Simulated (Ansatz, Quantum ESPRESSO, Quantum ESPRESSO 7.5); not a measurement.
# Ballistic transmission: Al(111) with three reversed steps (a thin twin lamella)

Wanted: the transmission near the Fermi level and the conductance of this junction: Al(111) with three reversed steps (a thin twin lamella).

Main program and level: Quantum ESPRESSO 7.5; plane-wave DFT, PBE, GBRV ultrasoft pseudopotentials (cross-check by Ansatz 0.2.0 with PAW datasets).

## (1) The starting structure

The cell holds 21 atoms: 21 Al. Cell: a = 2.857 Å, b = 2.857 Å, c = 48.982 Å, α = 90.0°, β = 90.0°, γ = 60.0°. It derives from Al. Regions: left lead, 9 atoms (9 Al); channel, 3 atoms (3 Al); right lead, 9 atoms (9 Al). The structure is stacked along c, and the current runs across the ab planes.

## (2) SCF with pw.x

One periodic cell holds a stretch of lead, the junction and more lead; the atoms stay as built.

The input, scf.in:

```
&control
  prefix = 'scf'
  outdir = './out'
  pseudo_dir = './pseudo'
  calculation = 'scf'
  tprnfor = .true.
/
&system
  ibrav = 0
  nat = 21
  ntyp = 1
  ecutwfc = 40
  ecutrho = 200
  occupations = 'smearing'
  smearing = 'mv'
  degauss = 0.01
/
&electrons
  conv_thr = 1e-07
  mixing_beta = 0.25
  electron_maxstep = 120
  mixing_mode = 'local-TF'
/
ATOMIC_SPECIES
  Al  26.9815  al_pbe_v1.uspp.F.UPF
CELL_PARAMETERS angstrom
  2.85671139599365 0.00000000000000 0.00000000000000
  1.42835569799683 2.47398464021101 0.00000000000000
  0.00000000000000 0.00000000000000 48.98239683804785
ATOMIC_POSITIONS crystal
  Al  0.000000000000 0.000000000000 0.000000000000
  Al  0.333333333000 0.333333333000 0.047619047619
  Al  0.666666667000 0.666666667000 0.095238095238
  Al  0.000000000000 0.000000000000 0.142857142857
  Al  0.333333333000 0.333333333000 0.190476190476
  Al  0.666666667000 0.666666667000 0.238095238095
  Al  0.000000000000 0.000000000000 0.285714285714
  Al  0.333333333000 0.333333333000 0.333333333333
  Al  0.666666667000 0.666666667000 0.380952380952
  Al  0.333333333000 0.333333333000 0.428571428571
  Al  0.000000000000 0.000000000000 0.476190476190
  Al  0.666666667000 0.666666667000 0.523809523810
  Al  0.000000000000 0.000000000000 0.571428571429
  Al  0.333333333000 0.333333333000 0.619047619048
  Al  0.666666667000 0.666666667000 0.666666666667
  Al  0.000000000000 0.000000000000 0.714285714286
  Al  0.333333333000 0.333333333000 0.761904761905
  Al  0.666666667000 0.666666667000 0.809523809524
  Al  0.000000000000 0.000000000000 0.857142857143
  Al  0.333333333000 0.333333333000 0.904761904762
  Al  0.666666667000 0.666666667000 0.952380952381
K_POINTS automatic
  10 10 1 0 0 0
```

On the command line:

```bash
OMP_NUM_THREADS=1 mpirun -n 2 pw.x -nk 2 -in scf.in > scf.out
```

What it wrote:

```text
Program PWSCF v.7.5 starts
[citation notice left out]

     Parallel version (MPI & OpenMP), running on       2 processor cores
     Number of MPI processes:                 2
     Threads/MPI process:                     1

     MPI processes distributed on     1 nodes
[...]
Current dimensions of program PWSCF are:
     Max number of different atomic species (ntypx) = 10
     Max number of k-points (npk) =  40000
     Max angular momentum in pseudopotentials (lmaxx) =  4
     Message from routine setup:
     using ibrav=0 with symmetry is DISCOURAGED, use correct ibrav instead

     K-points division:     npool     =       2
     Subspace diagonalization in iterative solution of the eigenvalue problem:
     a serial algorithm will be used

     G-vector sticks info
     --------------------
     sticks:   dense  smooth     PW     G-vecs:    dense   smooth      PW
     Sum         397     313    109               111129    79693   14479

     Using Slab Decomposition

     bravais-lattice index     =            0
     lattice parameter (alat)  =       5.3984  a.u.
     unit-cell volume          =    2336.1461 (a.u.)^3
     number of atoms/cell      =           21
     number of atomic types    =            1
     number of electrons       =        63.00
     number of Kohn-Sham states=           38
     kinetic-energy cutoff     =      40.0000  Ry
     charge density cutoff     =     200.0000  Ry
     scf convergence threshold =      1.0E-07
     mixing beta               =       0.2500
     number of iterations used =            8  local-TF  mixing
     Exchange-correlation= SLA  PW   PBE  PBE
                           (   1   4   3   4   0   0   0)

     celldm(1)=   5.398402  celldm(2)=   0.000000  celldm(3)=   0.000000
     celldm(4)=   0.000000  celldm(5)=   0.000000  celldm(6)=   0.000000

     crystal axes: (cart. coord. in units of alat)
               a(1) = (   1.000000   0.000000   0.000000 )
               a(2) = (   0.500000   0.866025   0.000000 )
               a(3) = (   0.000000   0.000000  17.146428 )

     reciprocal axes: (cart. coord. in units 2 pi/alat)
               b(1) = (  1.000000 -0.577350  0.000000 )
               b(2) = (  0.000000  1.154701  0.000000 )
               b(3) = (  0.000000  0.000000  0.058321 )

     PseudoPot. # 1 for Al read from file:
     ./pseudo/al_pbe_v1.uspp.F.UPF
     Pseudo is Ultrasoft + core correction, Zval =  3.0
     Generated by new atomic code, or converted to UPF format
     Using radial grid of  893 points,  3 beta functions with:
                l(1) =   0
                l(2) =   1
                l(3) =   2
     Q(r) pseudized with  8 coefficients,  rinner =    0.900   0.900   0.900
                                                       0.900   0.900

     atomic species   valence    mass     pseudopotential
     Al                3.00    26.98150     Al( 1.00)

      6 Sym. Ops. (no inversion) found

   Cartesian axes

     site n.     atom                  positions (alat units)
         1        Al     tau(   1) = (   0.0000000   0.0000000   0.0000000  )
         2        Al     tau(   2) = (   0.5000000   0.2886751   0.8164966  )
         3        Al     tau(   3) = (   1.0000000   0.5773503   1.6329932  )
         4        Al     tau(   4) = (   0.0000000   0.0000000   2.4494897  )
         5        Al     tau(   5) = (   0.5000000   0.2886751   3.2659863  )
         6        Al     tau(   6) = (   1.0000000   0.5773503   4.0824829  )
         7        Al     tau(   7) = (   0.0000000   0.0000000   4.8989795  )
         8        Al     tau(   8) = (   0.5000000   0.2886751   5.7154761  )
         9        Al     tau(   9) = (   1.0000000   0.5773503   6.5319726  )
        10        Al     tau(  10) = (   0.5000000   0.2886751   7.3484692  )
        11        Al     tau(  11) = (   0.0000000   0.0000000   8.1649658  )
        12        Al     tau(  12) = (   1.0000000   0.5773503   8.9814624  )
        13        Al     tau(  13) = (   0.0000000   0.0000000   9.7979590  )
        14        Al     tau(  14) = (   0.5000000   0.2886751  10.6144556  )
        15        Al     tau(  15) = (   1.0000000   0.5773503  11.4309521  )
        16        Al     tau(  16) = (   0.0000000   0.0000000  12.2474487  )
        17        Al     tau(  17) = (   0.5000000   0.2886751  13.0639453  )
        18        Al     tau(  18) = (   1.0000000   0.5773503  13.8804419  )
        19        Al     tau(  19) = (   0.0000000   0.0000000  14.6969385  )
        20        Al     tau(  20) = (   0.5000000   0.2886751  15.5134350  )
        21        Al     tau(  21) = (   1.0000000   0.5773503  16.3299316  )

     number of k points=    14  Marzari-Vanderbilt smearing, width (Ry)=  0.0100
                       cart. coord. in units 2pi/alat
        k(    1) = (   0.0000000   0.0000000   0.0000000), wk =   0.0200000
        k(    2) = (   0.0000000   0.1154701   0.0000000), wk =   0.1200000
        k(    3) = (   0.0000000   0.2309401   0.0000000), wk =   0.1200000
        k(    4) = (   0.0000000   0.3464102   0.0000000), wk =   0.1200000
        k(    5) = (   0.0000000   0.4618802   0.0000000), wk =   0.1200000
        k(    6) = (   0.0000000  -0.5773503   0.0000000), wk =   0.0600000
        k(    7) = (   0.1000000   0.1732051   0.0000000), wk =   0.1200000
        k(    8) = (   0.1000000   0.2886751   0.0000000), wk =   0.2400000
        k(    9) = (   0.1000000   0.4041452   0.0000000), wk =   0.2400000
        k(   10) = (   0.1000000  -0.6350853   0.0000000), wk =   0.2400000
[...]
k(   14) = (   0.3000000  -0.6350853   0.0000000), wk =   0.1200000

     Dense  grid:   111129 G-vectors     FFT dimensions: (  25,  25, 432)

     Smooth grid:    79693 G-vectors     FFT dimensions: (  24,  24, 375)

     Estimated max dynamical RAM per process >     243.37 MB

     Estimated total dynamical RAM >     459.60 MB

     Initial potential from superposition of free atoms

     starting charge      62.9482, renormalised to      63.0000
     Starting wfcs are   84 randomized atomic wfcs

     total cpu time spent up to now is        8.8 secs

     per-process dynamical memory:   151.4 Mb

     Self-consistent Calculation

     iteration #  1     ecut=    40.00 Ry     beta= 0.25
     Davidson diagonalization with overlap
     ethr =  1.00E-02,  avg # of iterations =  2.9

     Threshold (ethr) on eigenvalues was too large:
     Diagonalizing with lowered threshold

     Davidson diagonalization with overlap
     ethr =  1.93E-04,  avg # of iterations =  7.5

[...]
iteration # 10     ecut=    40.00 Ry     beta= 0.25
[...]
total energy              =    -140.82559408 Ry
     estimated scf accuracy    <       0.01156882 Ry

     iteration # 11     ecut=    40.00 Ry     beta= 0.25
[...]
total energy              =    -140.82560554 Ry
     estimated scf accuracy    <       0.01428363 Ry

     iteration # 12     ecut=    40.00 Ry     beta= 0.25
[...]
total energy              =    -140.82538086 Ry
     estimated scf accuracy    <       0.01540840 Ry

     iteration # 13     ecut=    40.00 Ry     beta= 0.25
[...]
total energy              =    -140.82548789 Ry
     estimated scf accuracy    <       0.00004949 Ry

     iteration # 14     ecut=    40.00 Ry     beta= 0.25
[...]
total energy              =    -140.82549443 Ry
     estimated scf accuracy    <       0.00067913 Ry

[...]
iteration # 24     ecut=    40.00 Ry     beta= 0.25
[...]
total energy              =    -140.82548541 Ry
     estimated scf accuracy    <       0.00000049 Ry

     iteration # 25     ecut=    40.00 Ry     beta= 0.25
[...]
total energy              =    -140.82548543 Ry
     estimated scf accuracy    <       0.00000042 Ry

     iteration # 26     ecut=    40.00 Ry     beta= 0.25
[...]
total energy              =    -140.82548544 Ry
     estimated scf accuracy    <       0.00000054 Ry

     iteration # 27     ecut=    40.00 Ry     beta= 0.25
[...]
total energy              =    -140.82548540 Ry
     estimated scf accuracy    <       0.00000315 Ry

     iteration # 28     ecut=    40.00 Ry     beta= 0.25
[...]
total energy              =    -140.82548540 Ry
     estimated scf accuracy    <       0.00000018 Ry

     iteration # 29     ecut=    40.00 Ry     beta= 0.25
[...]
total energy              =    -140.82548539 Ry
     estimated scf accuracy    <       0.00000038 Ry

     iteration # 30     ecut=    40.00 Ry     beta= 0.25
[...]
total energy              =    -140.82548542 Ry
     estimated scf accuracy    <       0.00000019 Ry

     iteration # 31     ecut=    40.00 Ry     beta= 0.25
[...]
End of self-consistent calculation

          k = 0.0000 0.0000 0.0000 ( 10207 PWs)   bands (ev):

    -3.2612  -3.2010  -3.1940  -3.0149  -3.0105  -2.7056  -2.7040  -2.2765
    -2.2725  -1.7264  -1.7195  -1.0517  -1.0507  -0.2630  -0.2591   0.6450
     0.6466   1.6664   1.6666   2.7914   2.7948   4.0615   4.0643   5.4061
     5.4065   6.8595   6.8600   8.4132   8.4143  10.0621  10.0633  11.7998
    11.8006  13.6150  13.6191  15.4946  15.5015  17.4115

          k = 0.0000 0.1155 0.0000 ( 10145 PWs)   bands (ev):

    -3.0194  -2.9592  -2.9522  -2.7733  -2.7690  -2.4645  -2.4629  -2.0361
    -2.0321  -1.4868  -1.4798  -0.8132  -0.8122  -0.0257  -0.0218   0.8807
     0.8823   1.9001   1.9005   3.0224   3.0259   4.2914   4.2943   5.6315
     5.6328   7.0797   7.0819   8.6259   8.6302  10.2624  10.2706  11.9766
    11.9945  13.7360  13.7854  15.2977  15.3783  15.4099

          k = 0.0000 0.2309 0.0000 ( 10041 PWs)   bands (ev):

    -2.2958  -2.2359  -2.2290  -2.0509  -2.0466  -1.7435  -1.7418  -1.3170
    -1.3129  -0.7702  -0.7632  -0.0999  -0.0987   0.6835   0.6877   1.5848
     1.5870   2.5971   2.5996   3.7105   3.7162   4.9718   4.9798   6.2922
     6.3070   7.7097   7.7408   9.1891   9.2648  10.6084  10.8462  11.5114
    11.7588  11.8391  11.9455  11.9952  12.0921  12.2113

          k = 0.0000 0.3464 0.0000 (  9998 PWs)   bands (ev):

    -1.0970  -1.0375  -1.0307  -0.8539  -0.8496  -0.5490  -0.5471  -0.1261
    -0.1217   0.4161   0.4233   1.0796   1.0827   1.8551   1.8616   2.7443
     2.7528   3.7398   3.7547   4.8269   4.8561   6.0289   6.0954   7.1766
     7.3729   7.8968   8.0953   8.2283   8.3851   8.6149   8.7790   8.9280
     8.9858   9.1528   9.2843   9.4395   9.6503   9.8051

          k = 0.0000 0.4619 0.0000 (  9898 PWs)   bands (ev):

     0.5660   0.6248   0.6314   0.8059   0.8104   1.1060   1.1097   1.5228
     1.5296   2.0561   2.0667   2.7039   2.7174   3.4565   3.4811   4.2982
     4.3446   5.1160   5.1815   5.2350   5.2831   5.3358   5.4350   5.5298
     5.6013   5.7712   5.8555   6.1586   6.4694   6.7349   6.8401   7.0459
     7.3418   7.5155   7.8101   8.0187   8.1075   8.2514

          k = 0.0000-0.5774 0.0000 (  9888 PWs)   bands (ev):

     2.6726   2.6733   2.7243   2.7265   2.7408   2.7414   2.8994   2.9015
     2.9153   2.9194   3.1812   3.1883   3.1967   3.2003   3.5638   3.6124
     3.6218   3.6809   4.0438   4.1048   4.1479   4.2252   4.5945   4.7330
     4.7384   4.8971   5.1099   5.4978   5.6791   6.1766   6.3821   6.5552
     6.6393   6.7989   7.3812   7.5102   7.5687   7.6773

[...]
the Fermi energy is     8.0471 ev

!    total energy              =    -140.82548539 Ry
     estimated scf accuracy    <       0.00000003 Ry
     smearing contrib. (-TS)   =       0.00045349 Ry
     internal energy E=F+TS    =    -140.82593888 Ry

     The total energy is F=E-TS. E is the sum of the following terms:
     one-electron contribution =      62.67221170 Ry
     hartree contribution      =       0.17114551 Ry
     xc contribution           =     -90.16659075 Ry
     ewald contribution        =    -113.50270533 Ry

     convergence has been achieved in  31 iterations

     Forces acting on atoms (cartesian axes, Ry/au):

     atom    1 type  1   force =     0.00000000    0.00000000   -0.00028314
     atom    2 type  1   force =     0.00000000    0.00000000    0.00089152
     atom    3 type  1   force =     0.00000000    0.00000000   -0.00048104
     atom    4 type  1   force =     0.00000000    0.00000000   -0.00044027
     atom    5 type  1   force =     0.00000000    0.00000000    0.00008688
     atom    6 type  1   force =     0.00000000    0.00000000    0.00082493
     atom    7 type  1   force =     0.00000000    0.00000000   -0.00012455
     atom    8 type  1   force =     0.00000000    0.00000000    0.00035671
     atom    9 type  1   force =     0.00000000    0.00000000   -0.00215565
     atom   10 type  1   force =     0.00000000    0.00000000    0.00288498
     atom   11 type  1   force =     0.00000000    0.00000000   -0.00287991
     atom   12 type  1   force =     0.00000000    0.00000000    0.00213794
     atom   13 type  1   force =     0.00000000    0.00000000   -0.00033113
     atom   14 type  1   force =     0.00000000    0.00000000    0.00009650
     atom   15 type  1   force =     0.00000000    0.00000000   -0.00079937
     atom   16 type  1   force =     0.00000000    0.00000000   -0.00010474
     atom   17 type  1   force =     0.00000000    0.00000000    0.00044627
     atom   18 type  1   force =     0.00000000    0.00000000    0.00048472
     atom   19 type  1   force =     0.00000000    0.00000000   -0.00090239
     atom   20 type  1   force =     0.00000000    0.00000000    0.00030099
     atom   21 type  1   force =     0.00000000    0.00000000   -0.00000926

     Total force =     0.005484     Total SCF correction =     0.000317

[...]
=------------------------------------------------------------------------------=
   JOB DONE.
=------------------------------------------------------------------------------=
```

Elapsed: 6.2 min, on 2 MPI ranks of Arm Neoverse N1, shared host; peak memory 0.48 GiB; 12 min of CPU time.

Read from the output:

* free energy: -1916.0283 eV
* Fermi energy: 8.047 eV

The program's own clock; routines nest. Time by routine:

| routine | wall time (s) | calls |
| --- | --- | --- |
| PWSCF | 373.6 | 1 |
| electrons | 362.5 | 1 |
| c_bands | 295 | 32 |
| cegterg | 249.5 | 224 |
| h_psi | 200.7 | 686 |
| fftw | 168.4 | 46890 |
| vloc_psi | 152.9 | 686 |
| sum_band | 51.67 | 32 |
| calbec | 35.35 | 938 |
| h_psi:calbec | 23.79 | 686 |
| add_vuspsi | 23.59 | 686 |
| s_psi | 23.5 | 686 |
| init_run | 8.66 | 1 |
| wfcinit | 7.99 | 1 |

The run needed 31 iterations to bring the estimated error under 1e-07 Ry; the largest force on any atom, held or free, is 0.07 eV/Å.

(Part 1 of 4 ends here.)

[Logs are printed without paths, hosts, clocks, repeated set-up lines and the standing remarks that a program may print on its own settings, such as how far it seeks lower states.]

[Hosts, paths, dates, database ids (printed as entryN), source tags and the programs' standing remarks are cut or masked in the printed files.]

[Maps of the electrostatic potential energy from Ansatz leave out the sawtooth potential of an applied field or a dipole correction, so their vacuum need not be flat; planar profiles and work functions include it.]
